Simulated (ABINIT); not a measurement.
# A GW chain in ABINIT: LiBH4 (F-43m), part 3 of 3

Wanted: ground state, empty states, screening and self-energy for LiBH4 (F-43m).

ABINIT 10.8.3; PBEsol and many-body steps on it, plane waves. Known limits of the many-body steps: not at the basis limit; coarse k mesh.

So far. Step 3 (Bands along the symmetry lines): The gap is 5.992 eV, as in the run before at this level. Step 4 (Empty states on the mesh, 4×4×4 mesh, 44 bands): On this mesh the gap is 5.992 eV.

### Step 5. Screening, 4×4×4 mesh, 40 bands, screening to 108.8 eV

The RPA dielectric matrix is built and inverted for each q.

This step: RPA screening on PBEsol, plane waves, norm-conserving pseudopotentials.

Input file run.abi:

```
acell 3*1.0 Angstrom
rprim 
  0.000000000000 2.855319000000 2.855319000000
  2.855319000000 0.000000000000 2.855319000000
  2.855319000000 2.855319000000 0.000000000000
ntypat 3
znucl 3 5 1
natom 6
typat 1 2 3 3 3 3
xred 
  0.000000000000 0.000000000000 0.000000000000
  0.500000000000 0.500000000000 0.500000000000
  0.376786667500 0.376786667500 0.376786667500
  0.869639997500 0.376786667500 0.376786667500
  0.376786667500 0.376786667500 0.869639997500
  0.376786667500 0.869639997500 0.376786667500
pp_dirpath "pseudos"
pseudos "Li.upf, B.upf, H.upf"
ecut 34
ngkpt 4 4 4
nshiftk 1
shiftk 0 0 0
kptopt 1
chksymbreak 0
istwfk *1
occopt 1
irdwfk 1
optdriver 3
nband 40
ecuteps 4
inclvkb 2
awtr 1
symchi 1
indata_prefix "in"
outdata_prefix "out"
tmpdata_prefix "tmp"
```

Started as:

```sh
$ OMP_NUM_THREADS=1 mpirun -n 4 abinit run.abi > log
```

Numbers of over 12 decimals in the logs are rounded to 6 here.

What it wrote:

```text
.Version 10.8.3 of ABINIT. v10.8.2 released Aug 2026.

 Symmetries : space group F-4 3 m (#216); Bravais cF (face-center cubic)
[... echo of the input left out ...]
== DATASET  1 ==================================================================
-   mpi_nproc: 4, omp_nthreads: 1 (-1 if OMP is not activated)

--- !DatasetInfo
iteration_state: {dtset: 1, }
dimensions: {natom: 6, nkpt: 8, mband: 40, nsppol: 1, nspinor: 1, nspden: 1, mpw: 2996, }
cutoff_energies: {ecut:  34.0, pawecutdg:  -1.0, }
electrons: {nelect:   1.00000000E+01, charge:   0.00000000E+00, occopt:   1.00000000E+00, tsmear:   1.00000000E-02, }

 SCREENING: Calculation of the susceptibility and dielectric matrices

 Based on a program developped by R.W. Godby, V. Olevano, G. Onida, and L. Reining.
 Incorporated in ABINIT by V. Olevano, G.-M. Rignanese, and M. Torrent.
.Using double precision arithmetic ; gwpc =  8

[... cell and pseudopotentials left out ...]
--------------------------------------------------------------------------------

 ==== K-mesh for the wavefunctions ====
 Number of points in the irreducible wedge :     8
[... list of points left out ...]
 Together with 24 symmetry operations and time-reversal symmetry
 yields    64 points in the full Brillouin Zone.

 ==== Q-mesh for the screening function ====
 Number of points in the irreducible wedge :     8
[... list of points left out ...]
 Together with 24 symmetry operations and time-reversal symmetry
 yields    64 points in the full Brillouin Zone.

 setmesh: FFT mesh size selected  =    27x   27x   27
          total number of points  =        19683

 vcoul_init : cutoff-mode = AUXILIARY_FUNCTION
 q-points for optical limit:   1
     1)      0.000010    0.000020    0.000030

- screening: taking advantage of time-reversal symmetry
- Maximum band index for partially occupied states nbvw = 5
- Remaining bands to be divided among processors   nbcw = 35
- Number of bands treated by each node ~8

 Number of electrons calculated from density =   10.0000; Expected =   10.0000
 average of density, n =  0.031828
 r_s =    1.9575
 omega_plasma =   17.2092 [eV]

 calculating chi0 at frequencies [eV] :
  1    0.000000E+00    0.000000E+00
  2    0.000000E+00    1.720919E+01

--------------------------------------------------------------------------------
  q-point number  1        q = ( 0.000000, 0.000000, 0.000000) [r.l.u.]
--------------------------------------------------------------------------------
[... chi0 elements left out ...]
 For q-point:  0.000010 0.000020 0.000030
  dielectric constant =   2.8983
  dielectric constant without local fields =   3.2660

  Average fulfillment of the sum rule on Im[epsilon] for q-point    1 :     63.16  [%]
[... wings left out ...]
  q-point number  2        q = ( 0.250000, 0.000000, 0.000000) [r.l.u.]
--------------------------------------------------------------------------------
[... chi0 elements left out ...]
  Average fulfillment of the sum rule on Im[epsilon] for q-point    2 :     79.16  [%]

 [... 6 further q-points ...]
```

Wall time 5.9 s (4 MPI ranks of Intel Xeon 6975P-C (Granite Rapids), shared host); peak memory 0.5 GiB; 23 s of CPU time.

This step gave:

- ε∞ with local fields, on this mesh, along the program's q direction: 2.898
- the same without local fields: 3.266
- plasma frequency: 17.21 eV
- plane waves in the screening matrix: 113

Local fields lower ε∞ by 11 %. On a Γ-centred mesh this coarse the value itself is usually too large, while a short band sum pulls it down.

### Step 6. Self-energy, 4×4×4 mesh, 40 bands, screening to 108.8 eV

The self-energy is evaluated for the states that the input lists, and the levels follow from it, in one-shot runs by the linearised quasiparticle equation.

This step: G0W0 on PBEsol, plane waves, norm-conserving pseudopotentials.

run.abi: that of step 5 with these lines changed.

```diff
@@ -27,8 +27,17 @@
 irdwfk 1
-optdriver 3
+optdriver 4
 nband 40
+gwcalctyp 0
+ecutsigx 34
+symsigma 1
+nkptgw 2
+kptgw 
+  0.0000000000 0.0000000000 0.0000000000
+  0.5000000000 0.0000000000 0.0000000000
+bdgw 
+  3 9
+  4 8
 ecuteps 4
-inclvkb 2
-awtr 1
-symchi 1
+irdscr 1
+ppmodel 1
 indata_prefix "in"
```

What it wrote:

```text
.Version 10.8.3 of ABINIT. v10.8.2 released Aug 2026.

 Symmetries : space group F-4 3 m (#216); Bravais cF (face-center cubic)
[... echo of the input left out ...]
== DATASET  1 ==================================================================
-   mpi_nproc: 4, omp_nthreads: 1 (-1 if OMP is not activated)

--- !DatasetInfo
iteration_state: {dtset: 1, }
dimensions: {natom: 6, nkpt: 8, mband: 40, nsppol: 1, nspinor: 1, nspden: 1, mpw: 2996, }
cutoff_energies: {ecut:  34.0, pawecutdg:  -1.0, }
electrons: {nelect:   1.00000000E+01, charge:   0.00000000E+00, occopt:   1.00000000E+00, tsmear:   1.00000000E-02, }

 SIGMA: Calculation of the GW corrections

 Based on a program developped by R.W. Godby, V. Olevano, G. Onida, and L. Reining.
 Incorporated in ABINIT by V. Olevano, G.-M. Rignanese, and M. Torrent.
.Using double precision arithmetic ; gwpc =  8

[... cell and pseudopotentials left out ...]
--------------------------------------------------------------------------------

 ==== K-mesh for the wavefunctions ====
 Number of points in the irreducible wedge :     8
[... list of points left out ...]
 Together with 24 symmetry operations and time-reversal symmetry
 yields    64 points in the full Brillouin Zone.

 ==== Q-mesh for screening function ====
 Number of points in the irreducible wedge :     8
[... list of points left out ...]
 Together with 24 symmetry operations and time-reversal symmetry
 yields    64 points in the full Brillouin Zone.

 vcoul_init : cutoff-mode = AUXILIARY_FUNCTION
 q-points for optical limit:   1
     1)      0.000010    0.000020    0.000030
 setmesh: FFT mesh size selected  =    45x   45x   45
          total number of points  =        91125

 Number of electrons calculated from density =   10.0000; Expected =   10.0000
 average of density, n =  0.031828
 r_s =    1.9575
 omega_plasma =   17.2092 [eV]

 === KS Band Gaps ===
  >>>> For spin  1
   Minimum direct gap =   6.2975 [eV], located at k-point      :   0.5000  0.0000  0.0000
   Fundamental gap    =   5.9924 [eV], Top of valence bands at :   0.0000  0.0000  0.0000
                                       Bottom of conduction at :   0.5000  0.0000  0.0000
 SIGMA fundamental parameters:
 PLASMON POLE MODEL  1
 number of plane-waves for SigmaX                 2975
 number of plane-waves for SigmaC and W            113
 number of plane-waves for wavefunctions          2975
 number of bands                                    40
 number of independent spin polarizations            1
 number of spinorial components                      1
 number of k-points in IBZ                           8
 number of q-points in IBZ                           8
 number of symmetry operations                      24
 number of k-points in BZ                           64
 number of q-points in BZ                           64
 number of frequencies for dSigma/dE                 9
 frequency step for dSigma/dE [eV]                0.25
 number of omega for Sigma on real axis              0
 max omega for Sigma on real axis  [eV]           0.00
 zcut for avoiding poles [eV]                     0.10

 EPSILON^-1 parameters (SCR file):
 dimension of the eps^-1 matrix on file            113
 dimension of the eps^-1 matrix used               113
 number of plane-waves for wavefunctions          2975
 number of bands                                    40
 number of q-points in IBZ                           8
 number of frequencies                               2
 number of real frequencies                          1
 number of imag frequencies                          1

 matrix elements of self-energy operator (all in [eV])

 Perturbative Calculation

--- !SelfEnergy_ee
iteration_state: {dtset: 1, }
kpoint     : [   0.000,    0.000,    0.000, ]
spin       : 1
KS_gap     :    7.219
QP_gap     :    9.795
Delta_QP_KS:    2.576
data: !SigmaeeData |
     Band     E0 <VxcDFT>   SigX SigC(E0)      Z dSigC/dE  Sig(E)    E-E0       E
        3  -1.929 -12.774 -16.783   2.432   0.800  -0.250 -14.035  -1.261  -3.190
        4  -1.929 -12.774 -16.783   2.432   0.800  -0.250 -14.035  -1.261  -3.190
        5  -1.929 -12.774 -16.783   2.432   0.800  -0.250 -14.035  -1.261  -3.190
        6   5.290  -9.998  -5.046  -3.355   0.824  -0.214  -8.683   1.315   6.604
        7   6.874  -8.805  -3.908  -3.225   0.836  -0.196  -7.407   1.398   8.271
        8   6.874  -8.805  -3.908  -3.225   0.836  -0.196  -7.407   1.398   8.271
        9   6.874  -8.805  -3.908  -3.225   0.836  -0.196  -7.407   1.398   8.271

--- !SelfEnergy_ee
iteration_state: {dtset: 1, }
kpoint     : [   0.500,    0.000,    0.000, ]
spin       : 1
KS_gap     :    6.297
QP_gap     :    8.727
Delta_QP_KS:    2.430
data: !SigmaeeData |
     Band     E0 <VxcDFT>   SigX SigC(E0)      Z dSigC/dE  Sig(E)    E-E0       E
        4  -2.234 -12.580 -16.671   2.466   0.799  -0.252 -13.878  -1.297  -3.531
        5  -2.234 -12.580 -16.671   2.466   0.799  -0.252 -13.878  -1.297  -3.531
        6   4.063  -8.521  -4.170  -3.001   0.839  -0.191  -7.388   1.133   5.196
        7   6.420  -7.795  -3.007  -3.254   0.842  -0.187  -6.503   1.292   7.712
        8   6.420  -7.795  -3.007  -3.254   0.842  -0.187  -6.503   1.292   7.712

== END DATASET(S) ==============================================================
================================================================================

 -outvars: echo values of variables after computation  --------
           etotal      0.0000000000E+00
            nband          40
             nkpt           8
          spgroup         216
 [... the other variables as echoed above ...]

 Calculation completed.
```

Run time: 4.3 s. Hardware: 4 MPI ranks; peak memory 0.63 GiB; 17 s of CPU time.

This step gave:

| Quantity | Value |
| --- | --- |
| G0W0 gap on the points computed | 8.386 eV |
| starting gap on the mesh | 5.992 eV |
| k of the valence top | 0, 0, 0 |
| k of the conduction bottom | 0.5, 0, 0 |
| Z at the valence top | 0.8 |
| Z at the conduction bottom | 0.839 |
| least direct G0W0 gap on the computed points | 8.727 eV |

The gap on the mesh goes from 5.99 eV to 8.39 eV, a correction of +2.39 eV.

Limits: finite bands, cutoff and mesh; coarse k mesh. v1 is the top filled band, c1 the lowest empty one. The levels before and after the correction (eV, zero at the valence-band top of each column):

|  | conduction bottom | valence top |
| --- | --- | --- |
| Kohn-Sham | 5.99 | 0.00 |
| G0W0 | 8.39 | 0.00 |

|  | level | energy (eV) |
| --- | --- | --- |
| Kohn-Sham | Γ v3-v1 | 0.000 |
| Kohn-Sham | Γ c1 | 7.219 |
| Kohn-Sham | Γ c2-c4 | 8.803 |
| Kohn-Sham | (0.5 0 0) v2-v1 | -0.305 |
| Kohn-Sham | (0.5 0 0) c1 | 5.992 |
| Kohn-Sham | (0.5 0 0) c2-c3 | 8.349 |
| G0W0 | Γ v3-v1 | 0.000 |
| G0W0 | Γ c1 | 9.794 |
| G0W0 | Γ c2-c4 | 11.461 |
| G0W0 | (0.5 0 0) v2-v1 | -0.341 |
| G0W0 | (0.5 0 0) c1 | 8.386 |
| G0W0 | (0.5 0 0) c2-c3 | 10.902 |

### Step 7. Where the time went

Times are wall times on 4 MPI ranks of Intel Xeon 6975P-C (Granite Rapids), shared host, good to a factor of about two.

| step | time | share | memory (GiB) |
| --- | --- | --- | --- |
| ground state | 8.5 s | 25 % | 0.35 |
| bands along the symmetry lines | 8.1 s | 24 % | 0.31 |
| empty states on the mesh | 7.1 s | 21 % | 0.3 |
| screening | 5.9 s | 17 % | 0.5 |
| self-energy | 4.3 s | 13 % | 0.63 |

### Step 8. Outcome

| Quantity | Value |
| --- | --- |
| PBEsol gap | 5.99 eV, indirect |
| G0W0 gap on the mesh | 8.39 eV |
| GW settings | 4×4×4 mesh, 40 bands, screening to 108.8 eV, Godby-Needs plasmon pole |
| known limits | not at the basis limit; coarse k mesh |

What this shows: G0W0 moves the gap on the mesh from 5.99 eV to 8.39 eV (+2.39 eV), with Z of 0.80 and 0.84 at the edges. Local fields lower the RPA ε∞ on this mesh from 3.27 to 2.90; a Γ-centred mesh this coarse tends to raise both, most where the direct gap is narrow, while a short band sum lowers them. Only 2 of the mesh's irreducible points were corrected, so a valley elsewhere could overtake. Bands and cutoff are finite, so the gap is not at the basis limit. The miss can reach some tenths of an eV and take either sign; the mesh is an error of its own. In the G0W0 run levels were corrected at 2 k points alone, so a gap called «on the mesh» is the least over those, and an edge elsewhere would be missed. The 4×4×4 mesh is coarse for this cell, which bears on the long-range parts of exchange and screening.

[Paths, hosts, dates, memory and timing lines, banners, echoed tables and standing remarks are left out of the program output.]

[Logs are printed without paths, hosts, clocks, repeated set-up lines and the standing remarks that a program may print on its own settings, such as how far it seeks lower states.]

[Runs of the session that timed out or met a known fault of the program may be left out.]

[Hosts, paths, dates, database ids (printed as entryN), source tags and the programs' standing remarks are cut or masked in the printed files.]

[G0W0 gaps are taken among the corrected bands and points alone; a level outside them can change the order at an edge.]

[Where Ansatz stands beside ABINIT at settings called matched, ABINIT's density can come from a denser mesh and the files from another edition; pairs whose starting gaps differed by over 0.03 eV were left out, so agreement reads better than it is.]
